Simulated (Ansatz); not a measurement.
# Convergence of a linear-scaling basis for Ge(100) slab, H on the bottom face, dimerised (48 atoms), part 2 of 2

Aim: test how closely localised support functions follow the reference on Ge(100) slab, H on the bottom face, dimerised (48 atoms), and at what cost. A setting counts as converged where the r.m.s. difference of forces stays under 1 % of the r.m.s. force.

Ansatz 0.2.0; Kohn-Sham DFT, PBE, PAW (set soft_2), plane waves.

The cell: 32 Ge and 16 H. Beside vacuum, support functions can miss their usual error bounds without a warning. The main run has no spin polarisation.

So far. Step 5 (Support functions medium, spacing 0.375 Å): Forces differ from the reference by 8.6 meV/Å r.m.s., 1.4 % of their size, over a tolerance of 1 %; the energy by +16 meV/atom. The setting is coarser than the default on purpose.

## Step 6: The ladder side by side

Each row is set against the plane-wave reference (Kohn-Sham DFT, PBE, PAW (set soft_2), plane waves; r.m.s. force component 0.635 eV/Å). Energies are set beside the reference only for runs with its functional, potentials and electron count. Times are for 4 threads of Intel Xeon 6975P-C (Granite Rapids), shared host. The reference's time includes the DOS and grids, which some other runs skip.

```csv
run,"Δ force, r.m.s. (meV/Å)",share of r.m.s. force (%),Δ energy (meV/atom),cycles,time,host memory (GiB)
reference,-,-,-,11,20 s,5.0
support functions low,1.06,0.168,-1.71,13,49 s,2.8
"support functions medium, spacing 0.45 Å",2660,419,15048,14,23 s,1.6
"support functions medium, spacing 0.375 Å",8.6,1.35,16.2,14,27 s,1.8
```

## Step 7: What the reference run shows

With the settings judged, the reference run is read for its physics.

Neighbours are counted within 2.88 Å (Ge-Ge), 1.89 Å (Ge-H).

Length of the force by element and coordination:

```
element  coordination  atoms  mean length of the force (eV/Å)  spread  least  most
     Ge           all     32                             1.10   0.599  0.231  2.42
     Ge             3      8                             1.04   0.468  0.494  1.60
     Ge             4     24                             1.12   0.636  0.231  2.42
      H           all     16                            0.571   0.415  0.127  1.93
```

Löwdin charges by element and coordination (they lack the spilled electrons, 0.027 e an atom on average):

```csv
element,coordination,atoms,mean charge (e),spread,least,most
Ge,all,32,0.0592,0.0787,-0.0612,0.207
Ge,3,8,0.039,0.0932,-0.0612,0.137
Ge,4,24,0.066,0.072,-0.0014,0.207
H,all,16,-0.0363,0.0056,-0.0462,-0.0291
```

By region:

| region | atoms | mean length of the force (eV/Å) |
| --- | --- | --- |
| slab | 32 | 1.10 |
| hydrogen | 16 | 0.571 |

Density of states as counts of states in windows of 1 eV (from the Fermi level), total and the larger projections:

| from (eV) | to (eV) | total | slab | Ge p | Ge s | H s | hydrogen |
| --- | --- | --- | --- | --- | --- | --- | --- |
| -18 | -13 | 0.0 | 0.0 | 0.0 | 0.0 | 0.0 | 0.0 |
| -13 | -12 | 1.0 | 1.0 | 0.1 | 0.9 | 0.0 | 0.0 |
| -12 | -11 | 6.0 | 5.7 | 1.3 | 4.5 | 0.2 | 0.2 |
| -11 | -10 | 10.9 | 9.8 | 2.4 | 7.5 | 1.0 | 1.0 |
| -10 | -9 | 12.3 | 10.4 | 2.6 | 7.8 | 1.8 | 1.8 |
| -9 | -8 | 6.9 | 6.4 | 1.9 | 4.4 | 0.5 | 0.5 |
| -8 | -7 | 11.4 | 10.1 | 3.7 | 6.4 | 1.2 | 1.2 |
| -7 | -6 | 7.9 | 6.5 | 3.4 | 3.1 | 1.2 | 1.2 |
| -6 | -5 | 8.7 | 6.6 | 3.7 | 2.8 | 2.0 | 2.0 |
| -5 | -4 | 10.9 | 7.4 | 5.1 | 2.2 | 3.4 | 3.4 |
| -4 | -3 | 13.4 | 12.2 | 11.3 | 0.9 | 1.1 | 1.1 |
| -3 | -2 | 21.3 | 18.9 | 18.0 | 0.8 | 2.3 | 2.3 |
| -2 | -1 | 20.6 | 18.8 | 18.3 | 0.5 | 1.6 | 1.6 |
| -1 | 0 | 13.0 | 12.5 | 11.3 | 1.3 | 0.3 | 0.3 |
| 0 | 1 | 5.4 | 5.1 | 4.2 | 0.9 | 0.1 | 0.1 |
| 1 | 2 | 12.6 | 11.7 | 8.3 | 3.3 | 0.3 | 0.3 |
| 2 | 3 | 15.7 | 13.4 | 10.4 | 3.1 | 0.9 | 0.9 |
| 3 | 4 | 21.5 | 16.1 | 13.2 | 2.8 | 1.7 | 1.7 |

The curve was stored every 0.10 eV, coarse against its broadening of 0.08 eV, so these counts are rough.

Between -25 and -18 eV lie 320 more states.

The levels nearest the highest filled one (over half full), pooled over k-points and spins:

```csv
level less the highest filled one (eV),occupation
-0.450,2
-0.217,1.98
-0.116,1.87
-0.102,1.84
-0.0178,1.35
0,1.19
0.0233,0.958
0.0384,0.809
0.644,0
0.908,0
0.959,0
1.05,0
```

Planar average of the electrostatic potential energy along the normal, with the Fermi level as zero, after a running mean with a triangular window 4 Å wide at its base:

```csv
height (Å),potential energy (eV)
0.0,4.56
0.4,4.54
0.8,4.53
1.3,4.52
1.7,4.51
2.1,4.49
2.5,4.44
2.9,4.30
3.4,3.94
3.9,3.03
4.3,1.98
4.8,0.70
5.2,-0.61
5.6,-1.78
6.0,-2.66
6.4,-3.21
6.9,-3.55
7.3,-3.81
7.7,-4.01
8.1,-4.19
8.5,-4.30
9.0,-4.11
9.4,-3.46
9.8,-2.40
10.2,-1.02
10.6,0.51
11.1,1.93
11.6,3.34
12.0,4.00
12.5,4.36
12.9,4.52
13.3,4.57
13.7,4.58
14.1,4.58
14.6,4.57
15.0,4.56
```

Electrostatic potential energy in the ca plane at fractional y = 0.090, with atoms of Ge and H within 0.2 Å of it. With pseudopotentials it is smooth inside the atoms' cores, unlike the true potential.

Ten even steps from '0' (-27 eV) to '9' (5 eV), each cell a mean:
```
9999999999999999999888764357899999999999999
9999999999999999999999987534579999999999999
9999999999999525888999984000038999999999999
9999999999999756889999985100148999999999999
9999999999999999999999876556789999999999999
9999999999999999999888742247899999999999999
9999999999999999999988764367899999999999999
9999999999999999999999988875335899999999999
9999999999999525888999999840000489999999999
9999999999999757888999999851001689999999999
9999999999999999999999887777778999999999999
9999999999999999999888752257899999999999999
9999999999999999999988764357899999999999999
9999999999999999999999987433579999999999999
9999999999999525888999984000037999999999999
9999999999999757888999985100158999999999999
9999999999999999999999887666789999999999999
9999999999999999999888752247899999999999999
9999999999999999999988864457899999999999999
9999999999999999999999998875445899999999999
9999999999999525888999999840000489999999999
9999999999999757889999999851001589999999999
9999999999999999999999887777667999999999999
9999999999999999999888742247899999999999999
```
Columns run along c (15.1 Å; values clipped at the 3rd and 97th percentile), rows up along a (16.0 Å). Atoms in or near the plane, at fractional coordinates: Ge at (0.67, 0.13), Ge at (0.62, 0.38), Ge at (0.67, 0.63), Ge at (0.62, 0.88), H at (0.33, 0.13), H at (0.33, 0.38), H at (0.33, 0.63), H at (0.33, 0.88).

Valence density in the ca plane at fractional y = 0.090, with atoms of Ge and H within 0.2 Å of it. It is the smooth field of the valence electrons, not physical close to the nuclei.

Values in units of 1e0 e/Å³, 13 rows by 16 columns, each cell a mean:
```
0.0 0.0 0.0 0.0 0.0 0.1 0.1 0.1 0.3 0.5 0.3 0.0 0.0 0.0 0.0 0.0
0.0 0.0 0.0 0.0 0.1 0.7 0.2 0.1 0.1 5.2 8.3 0.1 0.0 0.0 0.0 0.0
0.0 0.0 0.0 0.0 0.0 0.1 0.1 0.1 0.3 0.6 0.4 0.1 0.0 0.0 0.0 0.0
0.0 0.0 0.0 0.0 0.0 0.0 0.1 0.1 0.4 0.6 0.2 0.1 0.0 0.0 0.0 0.0
0.0 0.0 0.0 0.0 0.1 0.6 0.2 0.1 0.1 0.2 9.4 2.7 0.1 0.0 0.0 0.0
0.0 0.0 0.0 0.0 0.0 0.2 0.1 0.1 0.1 0.3 1.3 0.5 0.0 0.0 0.0 0.0
0.0 0.0 0.0 0.0 0.0 0.0 0.0 0.2 0.4 0.6 0.2 0.0 0.0 0.0 0.0 0.0
0.0 0.0 0.0 0.0 0.1 0.4 0.1 0.1 0.2 2.9 4.4 0.1 0.0 0.0 0.0 0.0
0.0 0.0 0.0 0.0 0.1 0.4 0.1 0.1 0.1 2.9 4.4 0.1 0.0 0.0 0.0 0.0
0.0 0.0 0.0 0.0 0.0 0.0 0.0 0.1 0.4 0.6 0.2 0.0 0.0 0.0 0.0 0.0
0.0 0.0 0.0 0.0 0.0 0.2 0.1 0.1 0.2 0.3 1.1 0.5 0.0 0.0 0.0 0.0
0.0 0.0 0.0 0.0 0.1 0.6 0.2 0.1 0.1 0.2 9.6 2.8 0.1 0.0 0.0 0.0
0.0 0.0 0.0 0.0 0.0 0.0 0.1 0.1 0.3 0.6 0.3 0.1 0.0 0.0 0.0 0.0
```
Columns run along c (15.1 Å), rows up along a (16.0 Å). Atoms in or near the plane, at fractional coordinates: Ge at (0.67, 0.13), Ge at (0.62, 0.38), Ge at (0.67, 0.63), Ge at (0.62, 0.88), H at (0.33, 0.13), H at (0.33, 0.38), H at (0.33, 0.63), H at (0.33, 0.88).

Mean Löwdin charges: Ge +0.06, H -0.04 e. Charges this small depend on the projection, at times even in sign. Within 0.4 eV of the Fermi level the largest share is Ge p (83 % of the projected weight). The potential slopes across the vacuum by 0.026 eV/Å: the slab bears a dipole, and with periodic images along the normal there is no flat vacuum level to read.

## Step 8: Local order

These statistics describe the geometry on which the runs were made.

Normalised to the volume that the atoms fill. Pair distribution functions g(r), in bins of 0.1 Å:

| r (Å) | total | Ge-Ge | Ge-H | H-H |
| --- | --- | --- | --- | --- |
| 1.35 | 0.00 | 0.00 | 0.00 | 0.00 |
| 1.45 | 1.48 | 0.00 | 2.01 | 5.24 |
| 1.55 | 5.11 | 0.00 | 7.81 | 14.70 |
| 1.65 | 0.00 | 0.00 | 0.00 | 0.00 |
| 1.75 | 0.00 | 0.00 | 0.00 | 0.00 |
| 1.85 | 0.00 | 0.00 | 0.00 | 0.00 |
| 1.95 | 0.00 | 0.00 | 0.00 | 0.00 |
| 2.05 | 0.00 | 0.00 | 0.00 | 0.00 |
| 2.15 | 0.00 | 0.00 | 0.00 | 0.00 |
| 2.25 | 1.00 | 2.24 | 0.00 | 0.00 |
| 2.35 | 0.11 | 0.25 | 0.00 | 0.00 |
| 2.45 | 3.37 | 6.41 | 0.00 | 4.69 |
| 2.55 | 1.86 | 3.51 | 0.00 | 2.68 |
| 2.65 | 0.00 | 0.00 | 0.00 | 0.00 |
| 2.75 | 0.00 | 0.00 | 0.00 | 0.00 |
| 2.85 | 0.46 | 0.00 | 1.04 | 0.00 |
| 2.95 | 0.74 | 0.00 | 1.67 | 0.00 |
| 3.05 | 0.00 | 0.00 | 0.00 | 0.00 |
| 3.15 | 0.38 | 0.85 | 0.00 | 0.00 |
| 3.25 | 1.54 | 0.27 | 3.20 | 0.00 |
| 3.35 | 0.46 | 0.00 | 1.03 | 0.00 |
| 3.45 | 0.00 | 0.00 | 0.00 | 0.00 |
| 3.55 | 0.00 | 0.00 | 0.00 | 0.00 |
| 3.65 | 0.38 | 0.85 | 0.00 | 0.00 |
| 3.75 | 0.18 | 0.41 | 0.00 | 0.00 |
| 3.85 | 0.30 | 0.67 | 0.00 | 0.00 |
| 3.95 | 2.21 | 3.62 | 0.00 | 5.43 |
| 4.05 | 3.61 | 5.51 | 1.12 | 5.96 |
| 4.15 | 0.78 | 0.17 | 1.59 | 0.00 |
| 4.25 | 1.84 | 0.00 | 3.20 | 3.76 |
| 4.35 | 0.95 | 0.07 | 1.75 | 1.22 |
| 4.45 | 0.52 | 0.87 | 0.29 | 0.00 |
| 4.55 | 0.09 | 0.21 | 0.00 | 0.00 |
| 4.65 | 1.54 | 2.81 | 0.20 | 1.83 |
| 4.75 | 1.11 | 1.85 | 0.06 | 2.29 |
| 4.85 | 0.08 | 0.00 | 0.18 | 0.00 |
| 4.95 | 0.75 | 0.00 | 1.69 | 0.00 |
| 5.05 | 0.17 | 0.17 | 0.22 | 0.00 |
| 5.15 | 0.14 | 0.11 | 0.22 | 0.00 |
| 5.25 | 0.48 | 0.36 | 0.72 | 0.00 |
| 5.35 | 1.00 | 0.35 | 1.90 | 0.00 |
| 5.45 | 0.17 | 0.24 | 0.00 | 0.57 |
| 5.55 | 0.29 | 0.32 | 0.00 | 1.30 |
| 5.65 | 1.56 | 2.05 | 0.13 | 5.33 |

Bonds by pair of elements; cutoffs follow the first minimum of g(r), held within bounds set by covalent radii, and pairs that aren't listed don't count as bonded:

```
pair A-B  cutoff (Å)  bonds  mean length (Å)  spread (Å)  shortest (Å)  B about A  A about B
   Ge-Ge        2.88     52             2.45       0.094          2.22       3.25       3.25
    Ge-H        1.89     16             1.53       0.038          1.43        0.5          1
```

How many atoms have how many bonded neighbours:

```csv
element,mean,1,3,4
Ge,3.75,0,8,24
H,1,16,0,0
```

With the cutoffs above, 75 % of Ge atoms have 4 and all H atoms have 1 bonded neighbour.

A closer look about Ge19, which bears the longest force among the free atoms: 8 atoms, nearest first, numbered in the order of the input, with positions taken from that point.

```csv
atom,x,y,z,distance (Å),bonds,Löwdin charge (e),Fx,Fy,Fz (eV/Å)
Ge19,0.00,0.00,0.00,0.00,4,0.00,-2.27,0.77,-0.29
Ge24,1.94,-0.80,0.71,2.22,3,0.13,0.87,-1.06,0.82
Ge18,-0.02,-2.00,-1.43,2.45,4,0.05,-0.36,-0.25,-0.61
Ge22,-0.03,1.99,-1.45,2.46,4,0.02,0.20,-0.11,-0.03
Ge16,-2.00,-0.78,1.41,2.57,3,-0.05,-0.03,0.31,0.39
Ge12,-2.00,-3.24,0.70,3.88,3,0.13,-0.51,1.22,0.75
Ge23,-0.03,3.95,-0.01,3.95,4,0.00,1.95,-0.22,-0.11
Ge17,1.96,-2.01,-2.81,3.97,4,0.14,0.18,-0.15,0.11
```

The column of bonds counts only the pairs Ge-Ge within 2.88 Å, Ge-H within 1.89 Å; other neighbours, such as metal atoms beside each other in a compound, aren't counted, and periodic images can show an atom twice.

## Step 9: Summary of results

| Property | Result |
| --- | --- |
| free energy per atom | -2868.2775 eV/atom |
| r.m.s. force component | 0.6348 eV/Å |
| wall time of the 4 DFT runs | 2 min |

**Reading.** Against plane waves at 420 eV, the forces differ by 1.1 meV/Å (0.17 %) with support functions low. At 48 atoms the run with support functions low takes roughly 2.5 times the time of plane waves (whose run also made extra analyses, so the like-for-like ratio is larger), in 13 SCF cycles against 11. Differences between support functions and plane waves include what basis error the plane-wave run still has.

6 levels are partly filled by over 2 % (on the run's k-points), and the list of levels jumps by 0.61 eV between +0.04 and +0.64 eV: the Fermi level sits among few, sparse states, as at a band edge, among defect levels or in a metal whose levels bunch into shells on a coarse mesh. With the cutoffs above, 75 % of Ge atoms have 4 and all H atoms have 1 bonded neighbour.

**Limits.** The geometry was built by rule, was displaced at random and isn't relaxed at this level: its force components are 0.63 eV/Å r.m.s. The slab bears a dipole and has periodic images along its normal, so a spurious field crosses the vacuum.

[Logs are printed without paths, hosts, clocks, repeated set-up lines and the standing remarks that a program may print on its own settings, such as how far it seeks lower states.]

[Hosts, paths, dates, database ids (printed as entryN), source tags and the programs' standing remarks are cut or masked in the printed files.]
